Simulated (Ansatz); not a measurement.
# How strongly the parts of phosphorene, 4 layers, S on P sites (96 atoms) bind: runs compared

Aim: the interaction energy between the two parts of phosphorene, 4 layers, S on P sites (96 atoms) and its distance dependence.

Computed with Ansatz 0.2.0: Kohn-Sham DFT, PBE+D3(BJ), PAW (set soft_2), plane waves.

### Step 1. The cell as built

The cell holds 96 atoms: 75 P and 21 S. Cell: a = 10.340 Å, b = 9.102 Å, c = 34.578 Å, α = 90.0°, β = 90.0°, γ = 90.0°. It derives from P (phosphorene) and S. 4 layers of phosphorene (a = 3.314 Å), 3 x 2 cells, biaxial strain +4 %, every second layer slid by 0.500 of a1; facing planes 3.43, 3.33, 3.29 Å apart; 16 Å of vacuum; 21 of 96 P replaced by S at random; displaced by a Gaussian of 0.04 Å. Regions: layer 1, 24 atoms (13 P and 11 S); layer 2, 24 atoms (21 P and 3 S); layer 3, 24 atoms (21 P and 3 S); layer 4, 24 atoms (20 P and 4 S). Vacuum lies along c.

### Step 2. The reference run

The reference is a single point at the end of the relaxation.

The parts (lower: layer 1, layer 2 and layer 3 and upper: layer 4) keep their atoms where they stand in it, and shifted cells move the upper part rigidly.

Its input, with most atom lines left out:

```yaml
crystal:
  lattice:
    - [10.3397, 0.0, 0.0]
    - [0.0, 9.1021, 0.0]
    - [0.0, 0.0, 34.578]
  atoms:
    - { symbol: P, position: [0.97985, 0.14008, 0.32115] }
    - { symbol: S, position: [0.01222, 0.09714, 0.26015] }
    - { symbol: P, position: [0.14005, 0.31345, 0.31827] }
    - { symbol: P, position: [0.12499, 0.29543, 0.25409] }
    - { symbol: P, position: [0.95535, 0.56946, 0.30714] }
    - { symbol: S, position: [0.93913, 0.47165, 0.24694] }
    - { symbol: P, position: [0.1776, 0.65436, 0.34402] }
    [... atom lines 8 to 96 left out ...]
kpoints:
  mp_grid: { grid: [1, 2, 1] }
hamiltonian:
  xc: pbe
  dispersion: d3bj
scf:
  occupations: { method: gaussian, width: 0.05 }
output:
  forces: true
  populations: intrinsic
  dos:
    method: { smearing: { sigma: 0.08 } }
    de: 0.1
    projected:
      site_lists:
        P: [P]
        S: [S]
        layer_1: [0, 1, 2, 3, 4, 5, 6, 7, 8, 9, 10, 11, 12, 13, 14, 15, 16, 17, 18, 19, 20, 21, 22, 23]
        layer_2: [24, 25, 26, 27, 28, 29, 30, 31, 32, 33, 34, 35, 36, 37, 38, 39, 40, 41, 42, 43, 44, 45, 46, 47]
        layer_3: [48, 49, 50, 51, 52, 53, 54, 55, 56, 57, 58, 59, 60, 61, 62, 63, 64, 65, 66, 67, 68, 69, 70, 71]
        layer_4: [72, 73, 74, 75, 76, 77, 78, 79, 80, 81, 82, 83, 84, 85, 86, 87, 88, 89, 90, 91, 92, 93, 94, 95]
  eigenvalues: true
  write_density: true
  write_potential: true
  volumetric_format: npy
  elf: true
```

```
free energy per atom   : -787.9171 eV/atom
r.m.s. force component : 0.00927 eV/Å
```

2 levels are partly filled by over 2 % (on the run's k-points), and the list of levels jumps by 0.54 eV between +0.01 and +0.55 eV: the Fermi level sits among few, sparse states, as at a band edge, among defect levels or in a metal whose levels bunch into shells on a coarse mesh.

### Step 3. The runs

Each row is one run, on 4 threads of Arm Neoverse V1, shared host. The free energy is the program's total, comparable only between runs with the same functional, potentials and atoms, or as a whole against its parts.

```csv
run,atoms,outcome,"ionic steps, all passes",free energy (eV),time,host memory (GiB)
Single point at the start,96,converged,-,-75619.955,89 s,11
Relaxation,96,converged,37,-75640.037,31 min,11
Single point at the relaxed geometry,96,converged,-,-75640.037,2.6 min,11
The lower part alone,72,converged,-,-56912.294,87 s,8.5
The upper part alone,24,converged,-,-18724.899,24 s,3.7
Upper part moved by +0.3 Å,96,converged,-,-75639.850,96 s,11
Upper part moved by -0.3 Å,96,converged,-,-75639.723,1.7 min,11
Upper part moved by +0.8 Å,96,converged,-,-75639.185,83 s,11
Upper part moved by +1.6 Å,96,converged,-,-75638.294,88 s,11
Upper part moved by +3 Å,96,converged,-,-75637.622,1.7 min,11
```

In some runs the program notes that the exchange-correlation potential is rough where the density is thin.

### Step 4. Interaction energy

Whole cell less its two parts, each frozen at the geometry of the whole and solved in the same cell with the same functional, so that energy zeros cancel. The upper part is 'layer 4' and the lower part 'layer 1, layer 2 and layer 3'. The nearest atoms of the two parts stand 3.07 Å apart. The face is 94.11 Å².

| functional | interaction energy (eV) | of it, the added dispersion term (eV) | per area (meV/Å²) | per area (J/m²) | per atom of the upper part (meV) |
| --- | --- | --- | --- | --- | --- |
| PBE+D3(BJ) | -2.844 | -2.903 | -30.2 | -0.48 | -118.5 |

### Step 5. Energy against separation

The upper part is moved rigidly along the normal from its place in the reference.

```
shift (Å)  energy change (eV)  per area (meV/Å²)  share of the binding lost (%)
     -0.3               0.314               3.33                              -
     +0.0               0.000               0.00                              -
     +0.3               0.187               1.99                              7
     +0.8               0.852               9.06                             30
     +1.6               1.743              18.52                             61
     +3.0               2.415              25.67                             85
```

### Step 6. Levels of whole and parts

| cell | gap (eV) | vacuum level at the upper face, over the highest filled level, or over E_F where no gap is given (eV) | moment (μB) |
| --- | --- | --- | --- |
| whole | - | 4.96 | no spin |
| lower part | - | 5.04 | no spin |
| upper part | 1.06 | - | no spin |

A dash marks a cell without a clear gap, or without a flat potential in the vacuum.

### Step 7. Findings

The parts bind with 30.2 meV/Å² (2.84 eV for the cell) at the level PBE+D3(BJ), the size of van der Waals binding between sheets. The added dispersion term contributes -2.903 eV, the functional itself 0.059 eV. The curvature over ±0.3 Å is 0.95×10²⁰ N/m³, and the energy rises faster on the near side. At +3.0 Å, 85 % of the binding is lost; the shift also narrows the vacuum to the periodic image.

**Limits.** The k-mesh is coarse for these cells; its error cancels only in part between whole and parts. The parts are frozen, so the energy of their deformation isn't counted. No correction is made for dipoles across the vacuum, and the parts also feel their periodic images through it. The electron count is odd and the run has no spin polarisation.

The DFT runs together took 45 min of wall time.

[Logs are printed without paths, hosts, clocks, repeated set-up lines and the standing remarks that a program may print on its own settings, such as how far it seeks lower states.]

[Hosts, paths, dates, database ids (printed as entryN), source tags and the programs' standing remarks are cut or masked in the printed files.]
